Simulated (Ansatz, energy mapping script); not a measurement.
## LuNiN2: exchange couplings from total energies

How strongly do the moments of LuNiN2 couple under PBE+U (9 eV)? The plan is to run several orders and fit a Heisenberg model.

Program: Ansatz 0.2.0. Level of theory: PBE with U = 9 eV on Ni d, ortho-atomic projectors; plane waves, U on orthogonalised atomic orbitals unless named otherwise, collinear spin, no spin–orbit coupling. Results are calculated unless marked as measured.

## 1. Set-up

Symmetry: Amm2, No. 38, orthorhombic system. The conventional cell has a = 3.414 Å, b = 4.116 Å, c = 6.482 Å, α = 90.00°, β = 90.00°, γ = 90.00°. Lu has 8 N at 2.37 to 2.93 Å and 6 Ni at 2.81 to 2.92 Å nearest. Ni has 4 N at 1.93 to 1.97 Å nearest. N has 1 N at 1.46 Å and 2 Ni at 1.93 to 1.97 Å and 4 Lu at 2.37 to 2.93 Å nearest. invented: LuFeC2 (Amm2) with N for C, Ni for Fe. Farther neighbours and most contacts between anions are not listed.

Coordinates:

```cif
data_structure
_symmetry_space_group_name_H-M 'P 1'
_symmetry_Int_Tables_number 1
_cell_length_a 3.4144
_cell_length_b 3.8391
_cell_length_c 3.8391
_cell_angle_alpha 64.830
_cell_angle_beta 90.000
_cell_angle_gamma 90.000
_cell_volume 45.55
loop_
_atom_site_label
_atom_site_type_symbol
_atom_site_fract_x
_atom_site_fract_y
_atom_site_fract_z
_atom_site_occupancy
Lu1 Lu 0.00000 0.03004 0.03004 1
Ni2 Ni 0.50000 0.39631 0.39631 1
N3 N 0.50000 0.85645 0.50221 1
N4 N 0.50000 0.50221 0.85645 1
```

This cell was built for the study (invented: LuFeC2 (Amm2) with N for C, Ni for Fe), not taken from an experiment; the compound need not form in this structure.

The cell was relaxed beforehand in Ansatz under PBEsol with U = 6 eV on Ni d, ortho-atomic projectors, from parallel moments.

The U corrects the self-interaction that lets semilocal functionals spread d and f electrons too far. Its value here is typed, not computed.

## 2. One set of occupation matrices for all orders

A corrected shell can settle in several orbital fillings. One parallel run, with an occupation width a fifth wider than the orders use, therefore is to supply the occupation matrices. All orders start from them.

input.yaml reads:

```yaml
crystal:
  lattice:
    - [3.414448695, 0.0, 0.0]
    - [0.0, 2.05794305, 3.240937646]
    - [0.0, -2.05794305, 3.240937646]
  atoms:
    - { symbol: Lu, position: [0.0, 0.03003693, 0.03003693] }
    - { symbol: Ni, position: [0.5, 0.396308228, 0.396308228], spin: 2.0 }
    - { symbol: "N", position: [0.5, 0.856445344, 0.502209328] }
    - { symbol: "N", position: [0.5, 0.502209328, 0.856445344] }
magnetization:
  spin_polarized: true
kpoints:
  mp_grid: { grid: [9, 9, 9] }
hamiltonian:
  xc: pbe
  hubbard:
    sites: [{ species: Ni, l: d, u_eff: 9.0 }]
    projectors: ortho-atomic
scf:
  occupations: { method: fermi_dirac, width: 0.06 }
output:
  eigenvalues: true
```

Launch:

```sh
> ansatz run input.yaml --threads 4 --pin off --max-ram 8192MiB --backend cpu --events-out ev --progress --plain --runs-dir out
```

Numbers of over 12 decimals in the logs are rounded to 6 here.

The program printed:

```text
Engine: ansatz 0.2.0, aarch64-unknown-linux-gnu
Pseudopotentials: kind: paw
Pseudopotential: Lu, paw, valence charge 25, recommended cutoff 420 eV (normal), Lu.paw.azcp
Pseudopotential: Ni, paw, valence charge 18, recommended cutoff 420 eV (normal), Ni.paw.azcp
Pseudopotential: N, paw, valence charge 5, recommended cutoff 420 eV (normal), N.paw.azcp
Functional definition: PBE
  parameter kappa = 0.804
  parameter beta = 0.066725
  exchange = pbe_x(kappa = kappa, mu = beta*pi^2/3)
  correlation = pbe_c(beta = beta)
Crystal: 4 atoms, lattice volume = 45.546 Å³
Basis set: ecut = 420 eV, 887 PW (Γ)
Bands: 33, of which v1, the nominal top of the filled ones, is band 27 counted from 1 (26 counted from 0)
Symmetry: 4 space group operations
Space group: Amm2 (ITA 38), of the structure as read, at distance tolerance 3.6e-5 Å
Magnetic group: BNS 38.187 (UNI 285), of the structure as read, at distance tolerance 3.6e-5 Å
k-points: 125 of 729 (time reversal used)
Non-local potential: Lu, projectors of the file, l = 0: 3, l = 1: 2, l = 2: 2, l = 3: 3
Non-local potential: Ni, projectors of the file, l = 0: 3, l = 1: 2, l = 2: 3, l = 3: 1
Non-local potential: N, projectors of the file, l = 0: 2, l = 1: 2, l = 2: 1
PAW form: soft (Blöchl's): semilocal exchange-correlation on the pseudo side does not see the compensation charge
PAW one-centre angular grid: Lu, 590 points (default); XC on 64 Gauss nodes
PAW one-centre angular grid: Ni, 590 points (default); XC on 64 Gauss nodes
PAW one-centre angular grid: N, 110 points (default); XC on 64 Gauss nodes
Initial density: superposition of atomic densities (chi_scale 0.1, normalization cell, long waves kept (reshape's long-wave potential 0.00 eV rms))
Starting moments: Σ|m| = 2 μB on 1 of 4 sites
Initial wavefunctions: pseudopotential atomic-orbital guess
Functional: x = pbe(κ = 0.804, μ = 0.219515), c = pbe(β = 0.066725)
SCF iter   1: F=—  HF=-21337.259726 eV  |F-HF|=—  |Δ(HF+E_count)|=         —  Δρ=1.58e-1 (↑5.56e-2 ↓1.58e-1)  dr2=1.11e1  dr2_m=3.31e0  M=0.642 μB ∫|m|=0.846 μB  β_m=0.30  ethr=3.10e-3  ⟨swp⟩=5.1  Hψ=38738  notcnv=0
preconditioner: auto → Kerker (q_TF=auto, 2.798 Å⁻¹)  [metal: Δε(μ)=0.006 eV  Ē_g=13.793 eV  σ=0.060 eV  W_gap=0.02  n_scr=20 (ndim 8)  ℏωp=36.1 eV  f_vac=0.000  D(μ)=1.39/eV (n_scr^D=8)]
spin=Collinear: Kerker preconditioning applied to the charge; magnetization (m = ρ↑ − ρ↓) channel mixes plain (no charge-response kernel on spin).
SCF iter   2: F=—  HF=-21336.910271 eV  |F-HF|=—  |Δ(HF+E_count)|=   3.49e-1  Δρ=6.66e-2 (↑5.62e-2 ↓6.66e-2)  dr2=2.31e0  dr2_m=1.09e0  M=0.730 μB ∫|m|=0.999 μB  β_m=0.30  ethr=3.10e-3  ⟨swp⟩=3.3  Hψ=19414  notcnv=0  defer=294
[...]
SCF iter  10: F=—  HF=-21337.681751 eV  |F-HF|=—  |Δ(HF+E_count)|=   4.04e-2  Δρ=1.55e-3 (↑6.74e-4 ↓1.55e-3)  dr2=9.00e-4  dr2_m=3.11e-4  M=0.870 μB ∫|m|=0.983 μB  β_m=1.00  ethr=4.56e-6  ⟨swp⟩=2.1  Hψ=15552  notcnv=0  defer=265
[...]
spin-set hold released at iteration 15 (site moments' squared step at or under half its running peak, from the soft ceiling on): the magnetisation degrees of freedom join the quasi-Newton model from the next iteration; the mixer history was flushed
[...]
SCF 1 converged in 28 iterations: F = -21337.758601 eV  dr2 = 1.75e-8
[...]
Symmetry: 1 space group operations
k-points: 365 of 729 (time reversal used)
[...]
spin=Collinear: Kerker preconditioning applied to the charge; magnetization (m = ρ↑ − ρ↓) channel mixes plain (no charge-response kernel on spin).
[...]
SCF 2 converged in 17 iterations: F = -21337.758601 eV  dr2 = 6.54e-9
an SCF from ferromagnetic starting moments (0.00, 2.00, 0.00, 0.00 Bohr magnetons, atom by atom) closed no lower than the state that the run had reached (-0.00 meV in free energy), which stands; the SCF set out from the atoms and, under a Hubbard term, can stand on another filling of the shells than the run's state, so that by this SCF it is not known whether that order lies lower
SCF converged after 28 iterations
Magnetization: 0.8621 μB (26.9310 up, 26.0690 down)
Absolute magnetization: 1.0081 μB (∫|ρ↑−ρ↓|, with the PAW one-centre terms)
Spin contamination: 0.0696 ħ² per cell (⟨S²⟩ above its minimum at these occupations)
Per-site moments (μB) at R_I (Å): [(0.016544, 0.977644), (0.811981, 0.798183), (-0.010103, 0.601423), (-0.010103, 0.601423)]
Free energy (F): -21337.758601 eV
Harris-Foulkes:  -21337.758601 eV  (|F-HF|=2.13e-8)
Internal energy: -21337.751887 eV  (E = F + TS)
E sigma→0 (E₀):  -21337.755244 eV
Entropy (-TS):   -0.006714 eV (-1.678 meV/atom)
Fermi energy:    17.208869 eV
--- Per-component energies (eV) ---
  E_band       = -191.674438
  E_kinetic    = 968.332832
  E_local      = -10443.467880  (includes V_loc(G=0)·N_el)
  E_nonlocal   = 1315.188755
  E_hartree    = 4374.234556
  E_xc         = -424.279778
  E_vxc        = -522.022948  (∫ρ·V_xc dr)
  E_hubbard    = 2.310700  (on-site DFT+U / exact-exchange correction)
  E_vhub       = -35.046164  (the Hubbard potential's part of the band-sum identity)
  E_paw        = -9265.630489  (= ΣΔE_a)
  E_vpaw       = -223.115691  (= ΣTr[D̂ρ^β])
  E_aug_tail   = 0.000757  (compensation charges beyond the density's cutoff)
  E_ewald      = -7864.441341
  E_smearing   = -0.006714  (= −TS)
  E_closure    = 0.000000  (closes the sum)
  Σ components = -21337.758601   (vs F -21337.758601, Δ=0.00e0)
--- Band table (eV; the first three rows and the last of 250) ---
  k-point 0 ↑: bands = [... 23 lower, 12.3715, 12.4184, 14.6187, 15.9447, 16.7444, 19.6304, 20.3726, 20.8095, ... 2 higher]
  k-point 1 ↑: bands = [... 23 lower, 12.3960, 12.5563, 14.5391, 16.0236, 17.0186, 19.4703, 20.4462, 20.8645, ... 2 higher]
  k-point 2 ↑: bands = [... 23 lower, 12.4930, 12.5867, 14.4493, 16.1712, 17.6579, 19.2369, 20.3408, 21.1976, ... 2 higher]
  k-point 124 ↓: bands = [... 23 lower, 13.6585, 14.2985, 16.0983, 16.4494, 21.0635, 21.7105, 21.8781, 22.0939, ... 2 higher]
Occupation matrices written to <dir>
```

It took 1.7 min on 4 threads of Arm Neoverse V1, shared host; peak memory 1.3 GiB; 6.6 min of CPU time.

Reading the cycles: dr2 is the Hartree energy of the density residual (eV), the measure of convergence; HF is the Harris–Foulkes estimate of the energy, which meets the free energy F at convergence.

This step gave:

```yaml
final_state: ferromagnetic
electrons_in_the_corrected_shells: 8.815 e
largest_moment: 0.812 μB
```

## 3. Order 1: parallel, cell A of 8 atoms

The parallel order is the zero of energy for this cell and mesh.

input.yaml reads:

```yaml
crystal:
  lattice:
    - [0.0, -2.05794305, -3.240937646]
    - [-3.414448695, 2.05794305, -3.240937646]
    - [3.414448695, 2.05794305, -3.240937646]
  atoms:
    - { symbol: Lu, position: [0.96996307, 0.484981535, 0.484981535] }
    - { symbol: Lu, position: [0.96996307, 0.984981535, 0.984981535] }
    - { symbol: Ni, position: [0.603691772, 0.051845886, 0.551845886], spin: 2.0 }
    - { symbol: Ni, position: [0.603691772, 0.551845886, 0.051845886], spin: 2.0 }
    - { symbol: "N", position: [0.143554656, 0.998895336, 0.498895336] }
    - { symbol: "N", position: [0.143554656, 0.498895336, 0.998895336] }
    - { symbol: "N", position: [0.497790672, 0.821777328, 0.321777328] }
    - { symbol: "N", position: [0.497790672, 0.321777328, 0.821777328] }
magnetization:
  spin_polarized: true
kpoints:
  mp_grid: { grid: [9, 7, 7] }
hamiltonian:
  xc: pbe
  hubbard:
    sites:
      - { species: Ni, l: d, u_eff: 9.0 }
      - { site: 2, l: d, u_eff: 9.0, starting_ns: [{ spin: up, occupation_matrix: ni2_major }, { spin: down, occupation_matrix: ni2_minor }] }
      - { site: 3, l: d, u_eff: 9.0, starting_ns: [{ spin: up, occupation_matrix: ni2_major }, { spin: down, occupation_matrix: ni2_minor }] }
    projectors: ortho-atomic
    occupation_matrices:
      ni2_major:
        matrix:
          - [0.949, 0.0, 0.0, 0.017, 0.0]
          - [0.0, 0.981, 0.0, 0.0, 0.0]
          - [0.0, 0.0, 0.957, 0.0, 0.0]
          - [0.017, 0.0, 0.0, 0.951, 0.0]
          - [0.0, 0.0, 0.0, 0.0, 0.976]
      ni2_minor:
        matrix:
          - [0.931, 0.0, 0.0, 0.029, 0.0]
          - [0.0, 0.976, 0.0, 0.0, 0.0]
          - [0.0, 0.0, 0.193, 0.0, 0.0]
          - [0.029, 0.0, 0.0, 0.932, 0.0]
          - [0.0, 0.0, 0.0, 0.0, 0.97]
scf:
  occupations: { method: fermi_dirac, width: 0.05 }
output:
  eigenvalues: true
```

The program printed:

```text
[...]
Crystal: 8 atoms, lattice volume = 91.093 Å³
Basis set: ecut = 420 eV, 1783 PW (Γ)
Bands: 66, of which v1, the nominal top of the filled ones, is band 53 counted from 1 (52 counted from 0)
Symmetry: 4 space group operations
[...]
k-points: 128 of 441 (time reversal used)
[...]
Starting moments: Σ|m| = 4 μB on 2 of 8 sites
[...]
SCF iter   1: F=—  HF=-42678.399883 eV  |F-HF|=—  |Δ(HF+E_count)|=         —  Δρ=1.37e-1 (↑5.31e-2 ↓1.37e-1)  dr2=1.56e1  dr2_m=4.83e0  M=1.671 μB ∫|m|=1.919 μB  β_m=0.30  ethr=3.10e-3  ⟨swp⟩=5.5  Hψ=72844  notcnv=0  defer=39
[...]
SCF iter   6: F=—  HF=-42675.482059 eV  |F-HF|=—  |Δ(HF+E_count)|=   4.41e-2  Δρ=1.63e-2 (↑1.63e-2 ↓1.18e-2)  dr2=4.17e-2  dr2_m=1.52e-1  M=1.736 μB ∫|m|=2.022 μB  β_m=0.30  ethr=5.66e-5  ⟨swp⟩=3.3  Hψ=33280  notcnv=0  defer=1174
[...]
spin-set hold released at iteration 6 (site moments contracting): the magnetisation degrees of freedom join the quasi-Newton model from the next iteration; the mixer history was flushed
SCF iter   7: F=—  HF=-42675.496860 eV  |F-HF|=—  |Δ(HF+E_count)|=   1.48e-2  Δρ=1.15e-2 (↑1.15e-2 ↓8.96e-3)  dr2=2.01e-2  dr2_m=8.17e-2  M=1.732 μB ∫|m|=2.019 μB  β_m=0.65  ethr=3.93e-5  ⟨swp⟩=2.1  Hψ=30910  notcnv=0  defer=1155
[...]
SCF iter  16: F=-42675.516489 eV  HF=-42675.516489 eV  |F-HF|=1.94e-8  |Δ(HF+E_count)|=   9.80e-9  Δρ=2.97e-6 (↑2.15e-6 ↓2.97e-6)  dr2=1.70e-8  dr2_m=5.35e-10  M=1.717 μB ∫|m|=2.013 μB  ethr=3.14e-11  ⟨swp⟩=2.0  Hψ=58593  notcnv=0
SCF 1 converged in 16 iterations: F = -42675.516489 eV  dr2 = 1.70e-8
[...]
SCF converged after 16 iterations
an eigenvalue changed by more than its tolerance at an iteration that met the thresholds in force, so the SCF went on 1 time: the last check found none over its tolerance
Magnetization: 1.7166 μB (53.8583 up, 52.1417 down)
Absolute magnetization: 2.0151 μB (∫|ρ↑−ρ↓|, with the PAW one-centre terms)
[...]
Per-site moments (μB) at R_I (Å): [(0.015891, 0.977644), (0.015891, 0.977644), (0.812364, 0.798183), (0.812364, 0.798183), (-0.010248, 0.601423), (-0.010248, 0.601423), (-0.00995465, 0.601423), (-0.00995465, 0.601423)]
Free energy (F): -42675.516489 eV
[...]
Internal energy: -42675.507832 eV  (E = F + TS)
E sigma→0 (E₀):  -42675.512160 eV
Entropy (-TS):   -0.008657 eV (-1.082 meV/atom)
Fermi energy:    17.200863 eV
[...]
--- Specified on-site occupations, and those of the state reported ---
  electrons in the specified blocks: 17.6320 specified, 17.6299 found
  site 2 (l=d) ↓: largest change of an orbital's occupation 0.0009; electrons 4.0020 specified, 4.0011 found; spectral distance 0.0010
[...]
site 2 (l=d) ↑: largest change of an orbital's occupation 0.0008; electrons 4.8140 specified, 4.8139 found; spectral distance 0.0009
[...]
--- Band table (eV; the first three rows and the last of 256) ---
  k-point 0 ↑: bands = [... 49 lower, 12.9776, 14.4523, 14.6193, 15.9463, 16.1912, 16.7458, 18.2246, 19.6311, ... 9 higher]
  k-point 1 ↑: bands = [... 49 lower, 12.9763, 14.4720, 14.5111, 16.0141, 16.0282, 16.9651, 18.4301, 19.4772, ... 9 higher]
  k-point 2 ↑: bands = [... 49 lower, 12.9359, 14.3510, 14.6589, 15.7205, 16.0300, 17.5449, 18.7142, 19.4335, ... 9 higher]
  k-point 127 ↓: bands = [... 49 lower, 14.2443, 15.8830, 16.1253, 16.5248, 18.2575, 18.9347, 20.5928, 21.0161, ... 9 higher]
Occupation matrices written to <dir>
```

It took 100 s on 4 threads; peak memory 1.4 GiB; 6.6 min of CPU time.

Spin moment in the sphere by atom:

```csv
atom,spin moment in the sphere (μB)
Lu1,0.016
Lu2,0.016
Ni3,0.812
Ni4,0.812
N5,-0.010
N6,-0.010
N7,-0.010
N8,-0.010
```

The run ends ferromagnetic.

## 4. Run 2 (compensated +−; cell A, 8 atoms)

This order reverses 2 of the 2 neighbours at 3.41 Å, 2 of the 4 neighbours at 3.84 Å and 2 of the 2 neighbours at 4.12 Å, counted for an average magnetic atom.

Edit input.yaml of step 3 so:

```diff
@@ -9,3 +9,3 @@
     - { symbol: Ni, position: [0.603691772, 0.051845886, 0.551845886], spin: 2.0 }
-    - { symbol: Ni, position: [0.603691772, 0.551845886, 0.051845886], spin: 2.0 }
+    - { symbol: Ni, position: [0.603691772, 0.551845886, 0.051845886], spin: -2.0 }
     - { symbol: "N", position: [0.143554656, 0.998895336, 0.498895336] }
@@ -24,3 +24,3 @@
       - { site: 2, l: d, u_eff: 9.0, starting_ns: [{ spin: up, occupation_matrix: ni2_major }, { spin: down, occupation_matrix: ni2_minor }] }
-      - { site: 3, l: d, u_eff: 9.0, starting_ns: [{ spin: up, occupation_matrix: ni2_major }, { spin: down, occupation_matrix: ni2_minor }] }
+      - { site: 3, l: d, u_eff: 9.0, starting_ns: [{ spin: up, occupation_matrix: ni2_minor }, { spin: down, occupation_matrix: ni2_major }] }
     projectors: ortho-atomic
```

The program printed:

```text
[...]
Crystal: 8 atoms, lattice volume = 91.093 Å³
Basis set: ecut = 420 eV, 1783 PW (Γ)
Bands: 66, of which v1, the nominal top of the filled ones, is band 53 counted from 1 (52 counted from 0)
Symmetry: 2 space group operations
[...]
k-points: 128 of 441 (time reversal used)
[...]
Starting moments: Σ|m| = 4 μB on 2 of 8 sites
Starting magnetic order: antiferromagnet; a translation exchanges its spin sublattices: spin-degenerate at every k-point
[...]
SCF iter   1: F=—  HF=-42678.234276 eV  |F-HF|=—  |Δ(HF+E_count)|=         —  Δρ=1.05e-1 (↑1.05e-1 ↓1.05e-1)  dr2=1.59e1  dr2_m=4.94e0  M=0.000 μB ∫|m|=1.795 μB  β_m=0.30  ethr=3.10e-3  ⟨swp⟩=5.2  Hψ=36646  notcnv=0  defer=37
[...]
SCF iter  20: F=-42675.356488 eV  HF=-42675.356488 eV  |F-HF|=9.76e-9  |Δ(HF+E_count)|=   7.86e-8  Δρ=3.65e-6 (↑3.65e-6 ↓3.65e-6)  dr2=2.50e-8  dr2_m=2.28e-9  M=0.000 μB ∫|m|=1.913 μB  ethr=6.77e-11  ⟨swp⟩=2.5  Hψ=30976  notcnv=0
SCF 1 converged in 20 iterations: F = -42675.356488 eV  dr2 = 2.50e-8
[...]
SCF converged after 20 iterations
[...]
Magnetization: 0.0000 μB (53.0000 up, 53.0000 down)
Absolute magnetization: 1.9104 μB (∫|ρ↑−ρ↓|, with the PAW one-centre terms)
[...]
Per-site moments (μB) at R_I (Å): [(-6.250294234272109e-16, 0.977644), (6.116022571473357e-16, 0.977644), (0.804855, 0.798183), (-0.804855, 0.798183), (-0.00520758, 0.601423), (0.00520758, 0.601423), (0.00449683, 0.601423), (-0.00449683, 0.601423)]
Free energy (F): -42675.356488 eV
[...]
Internal energy: -42675.342043 eV  (E = F + TS)
E sigma→0 (E₀):  -42675.349265 eV
Entropy (-TS):   -0.014445 eV (-1.806 meV/atom)
Fermi energy:    17.012359 eV
[...]
--- Specified on-site occupations, and those of the state reported ---
  electrons in the specified blocks: 17.6320 specified, 17.6488 found
[...]
--- Band table (eV; the first three rows and the last of 256) ---
  k-point 0 ↑: bands = [... 49 lower, 14.5352, 14.5592, 15.4654, 15.9677, 16.9297, 18.2323, 19.6298, 19.7265, ... 9 higher]
  k-point 1 ↑: bands = [... 49 lower, 14.3128, 14.6045, 15.3932, 16.0536, 17.1273, 18.4222, 19.5497, 19.6903, ... 9 higher]
  k-point 2 ↑: bands = [... 49 lower, 14.0376, 14.6681, 15.3559, 16.0639, 17.6602, 18.7073, 19.4850, 19.8000, ... 9 higher]
  k-point 127 ↓: bands = [... 49 lower, 13.8128, 15.8524, 16.0990, 16.4973, 16.6447, 18.4058, 19.3988, 20.5991, ... 9 higher]
Occupation matrices written to <dir>
```

Run time: 60 s. Hardware: 4 threads; peak memory 1.3 GiB; 3.9 min of CPU time.

Spin moment in the sphere by atom:

```
atom  spin moment in the sphere (μB)
 Lu1                           0.000
 Lu2                           0.000
 Ni3                           0.805
 Ni4                          -0.805
  N5                          -0.005
  N6                           0.005
  N7                           0.004
  N8                          -0.004
```

The run ends antiferromagnetic, 81.45 meV a magnetic atom above the parallel order of its cell (energies taken at zero occupation width, not the printed F).

(Continued in part 2 of 2.)

[Logs and program files are shortened in this print: banners, set-up blocks, solver, clock and traceback lines can be left out without a mark of their own.]

[Logs are printed without paths, hosts, clocks, repeated set-up lines and the standing remarks that a program may print on its own settings, such as how far it seeks lower states.]

[Hosts, paths, dates, database ids (printed as entryN), source tags and the programs' standing remarks are cut or masked in the printed files.]

[Where a cell is said to come from a database of computed structures, the database is the Materials Project.]
